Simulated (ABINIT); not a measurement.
## CdTe (F-43m): G0W0 with ABINIT, start to end

Aim: the G0W0 gap of CdTe (F-43m) on PBE, step by step.

Main program and level: ABINIT 10.8.3; PBE and many-body steps on it, plane waves.

**1. Starting point**

Symmetry: F-43m, No. 216, cubic system. Conventional cell: a = 6.480 Å, b = 6.480 Å, c = 6.480 Å, α = 90.00°, β = 90.00°, γ = 90.00°. Nearest to Cd lie 4 Te at 2.81 Å. Te has 4 Cd at 2.81 Å nearest. Farther neighbours, and contacts between anions beyond the nearest, are not listed.

The cell and positions come from the Crystallography Open Database and are kept as given unless a step says otherwise.

**2. Ground state**

This step: ABINIT 10.8.3; DFT, PBE, plane waves, norm-conserving pseudopotentials.

The ground-state density comes first.

run.abi reads:

```
acell 3*1.0 Angstrom
rprim 
  0.000000000000 3.240000000000 3.240000000000
  3.240000000000 0.000000000000 3.240000000000
  3.240000000000 3.240000000000 0.000000000000
ntypat 2
znucl 48 52
natom 2
typat 1 2
xred 
  0.000000000000 0.000000000000 0.000000000000
  0.250000000000 0.250000000000 0.250000000000
pp_dirpath "pseudos"
pseudos "Cd.upf, Te.upf"
ecut 47
ngkpt 6 6 6
nshiftk 1
shiftk 0 0 0
kptopt 1
chksymbreak 0
nband 23
occopt 1
tolvrs 1e-10
nstep 60
prtwf 0
optforces 0
optstress 0
indata_prefix "in"
outdata_prefix "out"
tmpdata_prefix "tmp"
```

Command:

```bash
$ OMP_NUM_THREADS=1 mpirun -n 8 abinit run.abi > log
```

What it wrote:

```text
.Version 10.8.3 of ABINIT. v10.8.2 released Aug 2026.

 Symmetries : space group F-4 3 m (#216); Bravais cF (face-center cubic)
================================================================================
 Values of the parameters that define the memory need of the present run
     intxc =       0    ionmov =       0      iscf =       7    lmnmax =       6
     lnmax =       6     mgfft =      54  mpssoang =       3    mqgrid =    3001
     natom =       2  nloc_mem =       1    nspden =       1   nspinor =       1
    nsppol =       1      nsym =      24    n1xccc =    2501    ntypat =       2
    occopt =       1   xclevel =       2
-    mband =          23        mffmem =           1         mkmem =           2
       mpw =        7099          nfft =      157464          nkpt =          16
================================================================================
  Rough estimation (10% accuracy) of disk space for files :
================================================================================

--------------------------------------------------------------------------------
------------- Echo of variables that govern the present computation ------------
--------------------------------------------------------------------------------
 -outvars: echo values of preprocessed input variables --------
            acell      1.8897261259E+00  1.8897261259E+00  1.8897261259E+00 Bohr

      chksymbreak           0
             ecut      4.70000000E+01 Hartree
-          fftalg         312

              ixc     -101130
              kpt      0.00000000E+00  0.00000000E+00  0.00000000E+00
                       1.66666667E-01  0.00000000E+00  0.00000000E+00
                       3.33333333E-01  0.00000000E+00  0.00000000E+00
                       5.00000000E-01  0.00000000E+00  0.00000000E+00
                       1.66666667E-01  1.66666667E-01  0.00000000E+00
                       3.33333333E-01  1.66666667E-01  0.00000000E+00
                       5.00000000E-01  1.66666667E-01  0.00000000E+00
                      -3.33333333E-01  1.66666667E-01  0.00000000E+00
                      -1.66666667E-01  1.66666667E-01  0.00000000E+00
   [... 5 further rows ...]
                      -3.33333333E-01  3.33333333E-01  1.66666667E-01
                      -3.33333333E-01  5.00000000E-01  1.66666667E-01
         kptrlatt        6    0    0      0    6    0      0    0    6
          kptrlen      5.19529396E+01
P           mkmem           2
            natom           2
            nband          23
            ngfft          54      54      54
             nkpt          16
            nstep          60
             nsym          24
           ntypat           2
              occ      2.000000  2.000000  2.000000  2.000000  2.000000  2.000000
                       2.000000  2.000000  2.000000  2.000000  2.000000  2.000000
                       2.000000  2.000000  2.000000  2.000000  2.000000  2.000000
                       0.000000  0.000000  0.000000  0.000000  0.000000
        optforces           0
        optstress           0
            prtwf           0
            rprim      0.0000000000E+00  3.2400000000E+00  3.2400000000E+00
[...]
spgroup         216

           tolvrs      1.00000000E-10

             xred      0.0000000000E+00  0.0000000000E+00  0.0000000000E+00
[...]
znucl       48.00000   52.00000

================================================================================

 chkinp: Checking input parameters for consistency.

================================================================================
== DATASET  1 ==================================================================
-   mpi_nproc: 8, omp_nthreads: 1 (-1 if OMP is not activated)

--- !DatasetInfo
iteration_state: {dtset: 1, }
dimensions: {natom: 2, nkpt: 16, mband: 23, nsppol: 1, nspinor: 1, nspden: 1, mpw: 7099, }
cutoff_energies: {ecut:  47.0, pawecutdg:  -1.0, }
electrons: {nelect:   3.60000000E+01, charge:   0.00000000E+00, occopt:   1.00000000E+00, tsmear:   1.00000000E-02, }

 Real(R)+Recip(G) space primitive vectors, cartesian coordinates (Bohr,Bohr^-1):
 R(1)=  0.0000000  6.1227126  6.1227126  G(1)= -0.0816631  0.0816631  0.0816631
 R(2)=  6.1227126  0.0000000  6.1227126  G(2)=  0.0816631 -0.0816631  0.0816631
 R(3)=  6.1227126  6.1227126  0.0000000  G(3)=  0.0816631  0.0816631 -0.0816631
 Unit cell volume ucvol=  4.5905173E+02 bohr^3
 Angles (23,13,12)=  6.00000000E+01  6.00000000E+01  6.00000000E+01 degrees

 getcut: wavevector=  0.0000  0.0000  0.0000  ngfft=  54  54  54
         ecut(hartree)=     47.000   => boxcut(ratio)=   2.02148

--- Pseudopotential description ------------------------------------------------
- Cd Generated using ONCVPSP code by D. R. Hamann
- 48.00000  20.00000  171031                  znucl, zion, pspdat
12 -101130 2 -1 1368                          pspcod,pspxc,lmax,lloc,mmax
     nproj     2     2     2
  pspatm : epsatm=   23.16453630
         --- l  ekb(1:nproj) -->
[...]
pspatm: atomic psp has been read  and splines computed

- Te Generated using ONCVPSP code by D. R. Hamann
- 52.00000  16.00000  171031                  znucl, zion, pspdat
12 -101130 2 -1 1294                          pspcod,pspxc,lmax,lloc,mmax
     nproj     2     2     2
  pspatm : epsatm=   36.72599971
         --- l  ekb(1:nproj) -->
[...]
2   -5.988876   -1.858037
 pspatm: atomic psp has been read  and splines computed

   2.15605930E+03                                ecore*ucvol(ha*bohr**3)
--------------------------------------------------------------------------------

_setup2: Arith. and geom. avg. npw (full set) are    7068.301    7068.284

================================================================================

--- !BeginCycle
iteration_state: {dtset: 1, }
solver: {iscf: 7, nstep: 60, nline: 4, wfoptalg: 0, }
tolerances: {tolvrs: 1.00E-10, }

     iter   Etot(hartree)      deltaE(h)  residm     vres2
 ETOT  1  -277.07125956679    -2.771E+02 2.810E+00 6.340E+03
 ETOT  2  -279.08842304150    -2.017E+00 1.204E-01 9.920E+03
 ETOT  3  -280.08073814997    -9.923E-01 2.705E-02 1.441E+03
 ETOT  4  -280.17626466899    -9.553E-02 9.050E-03 4.826E+02
 ETOT  5  -280.21951672889    -4.325E-02 1.069E-02 5.395E+01
 ETOT  6  -280.22423993264    -4.723E-03 2.961E-03 5.736E+00
 ETOT  7  -280.22483002742    -5.901E-04 3.995E-03 3.495E-02
 ETOT  8  -280.22483061057    -5.832E-07 8.904E-04 2.964E-02
 ETOT  9  -280.22483386827    -3.258E-06 9.952E-04 1.402E-04
 ETOT 10  -280.22483388297    -1.470E-08 2.168E-04 1.339E-06
 ETOT 11  -280.22483388307    -1.046E-10 2.348E-04 1.033E-07
 ETOT 12  -280.22483388309    -1.620E-11 5.127E-05 1.102E-08
 ETOT 13  -280.22483388307     1.603E-11 5.509E-05 1.131E-09
 ETOT 14  -280.22483388309    -1.756E-11 1.209E-05 1.774E-11

 At SCF step   14       vres2   =  1.77E-11 < tolvrs=  1.00E-10 =>converged.

--- !ResultsGS
iteration_state: {dtset: 1, }
comment   : Summary of ground state results
lattice_vectors:
- [  0.0000000,   6.1227126,   6.1227126, ]
- [  6.1227126,   0.0000000,   6.1227126, ]
- [  6.1227126,   6.1227126,   0.0000000, ]
lattice_lengths: [   8.65882,    8.65882,    8.65882, ]
lattice_angles: [ 60.000,  60.000,  60.000, ] # degrees, (23, 13, 12)
lattice_volume:   4.5905173E+02
convergence: {deltae: -1.756E-11, res2:  1.774E-11, residm:  1.209E-05, diffor:  0.000E+00, }
etotal    :  -2.80224834E+02
entropy   :   0.00000000E+00
fermie    :   1.50709394E-01
cartesian_stress_tensor: null
pressure_GPa: null
xred      :
- [  0.0000E+00,   0.0000E+00,   0.0000E+00, Cd]
- [  2.5000E-01,   2.5000E-01,   2.5000E-01, Te]
cartesian_forces: null
force_length_stats: {min: null, max: null, mean: null, }

 Integrated electronic density in atomic spheres:
 ------------------------------------------------
 Atom  Sphere_radius  Integrated_density
    1        2.00000         17.16343495
    2        2.00000         11.95970418
================================================================================

 ----iterations are completed or convergence reached----

 Mean square residual over all n,k,spin=   37.945E-09; max=  12.092E-06
 reduced coordinates (array xred) for    2 atoms
       0.000000      0.000000      0.000000
       0.250000      0.250000      0.250000
 rms dE/dt=  0.0000E+00; max dE/dt=  0.0000E+00; dE/dt below (all hartree)
    1       0.000000      0.000000      0.000000
    2       0.000000      0.000000      0.000000

 cartesian coordinates (angstrom) at end:
    1      0.000000     0.000000     0.000000
    2      1.620000     1.620000     1.620000
 length scales=  1.889726  1.889726  1.889726 bohr
              =  1.000000  1.000000  1.000000 angstroms
 prteigrs : about to open file out_EIG
 Fermi (or HOMO) energy (hartree) =   0.15071   Average Vxc (hartree)=  -0.33068
 Eigenvalues (hartree) for nkpt=  16  k points:
 kpt#   1, nband= 23, wtk=  0.00463, kpt=  0.0000  0.0000  0.0000 (reduced coord)
  -3.60398   -2.17278   -2.17278   -2.17278   -1.17483   -1.17483   -1.17483   -1.17456
  -1.17456   -0.26004   -0.15349   -0.15349   -0.15349   -0.14392   -0.14392    0.15071
   0.15071    0.15071    0.17906    0.32071    0.32071    0.32071    0.42752
 prteigrs : prtvol=0 or 1, do not print more k-points.

--- !EnergyTerms
iteration_state     : {dtset: 1, }
comment             : Components of total free energy in Hartree
kinetic             :  1.184023E+02
hartree             :  9.494431E+01
xc                  : -4.887143E+01
Ewald energy        : -1.437642E+02
psp_core            :  4.696768E+00
local_psp           : -2.804486E+02
non_local_psp       : -2.518397E+01
total_energy        : -2.802248E+02
total_energy_eV     : -7.625306E+03
band_energy         : -3.350503E+01

== END DATASET(S) ==============================================================
================================================================================

 -outvars: echo values of variables after computation  --------
           etotal     -2.8022483388E+02
            nband          23
             nkpt          16
          spgroup         216
 [... the other variables as echoed above ...]

 Calculation completed.
```

Run time: 21 s. Hardware: 8 MPI ranks of Arm Neoverse V1, shared host; peak memory 0.77 GiB; 2.8 min of CPU time.

This step gave:

| Property | Result |
| --- | --- |
| total energy | -7625.3062 eV |
| gap | 0.7714 eV |
| k of the valence top | 0, 0, 0 |
| k of the conduction bottom | 0, 0, 0 |
| least direct gap | 0.7714 eV |

The gap is direct, at Γ.

[end of part 1 of 3]

[Long decimals in the printed logs are rounded to 6 places.]

[Logs are printed without paths, hosts, clocks, repeated set-up lines and the standing remarks that a program may print on its own settings, such as how far it seeks lower states.]

[Paths, hosts, dates, memory and timing lines, banners, echoed tables and standing remarks are left out of the program output; an Ansatz launch command may be rebuilt from the run's recorded settings. Measured values are a selection of at most five: reports struck by readers or far from the other reports are left out. None is set beside runs whose start may be inverted or whose files or cutoffs have a known fault.]

[Runs of the session that timed out or met a known fault of the program may be left out.]

[Hosts, paths, dates, database ids (printed as entryN), source tags and the programs' standing remarks are cut or masked in the printed files.]

[G0W0 gaps are taken among the corrected bands and points alone; a level outside them can change the order at an edge.]

[Where Ansatz stands beside ABINIT at settings called matched, ABINIT's density can come from a denser mesh and the files from another edition; pairs whose starting gaps differed by over 0.03 eV were left out, so agreement reads better than it is.]
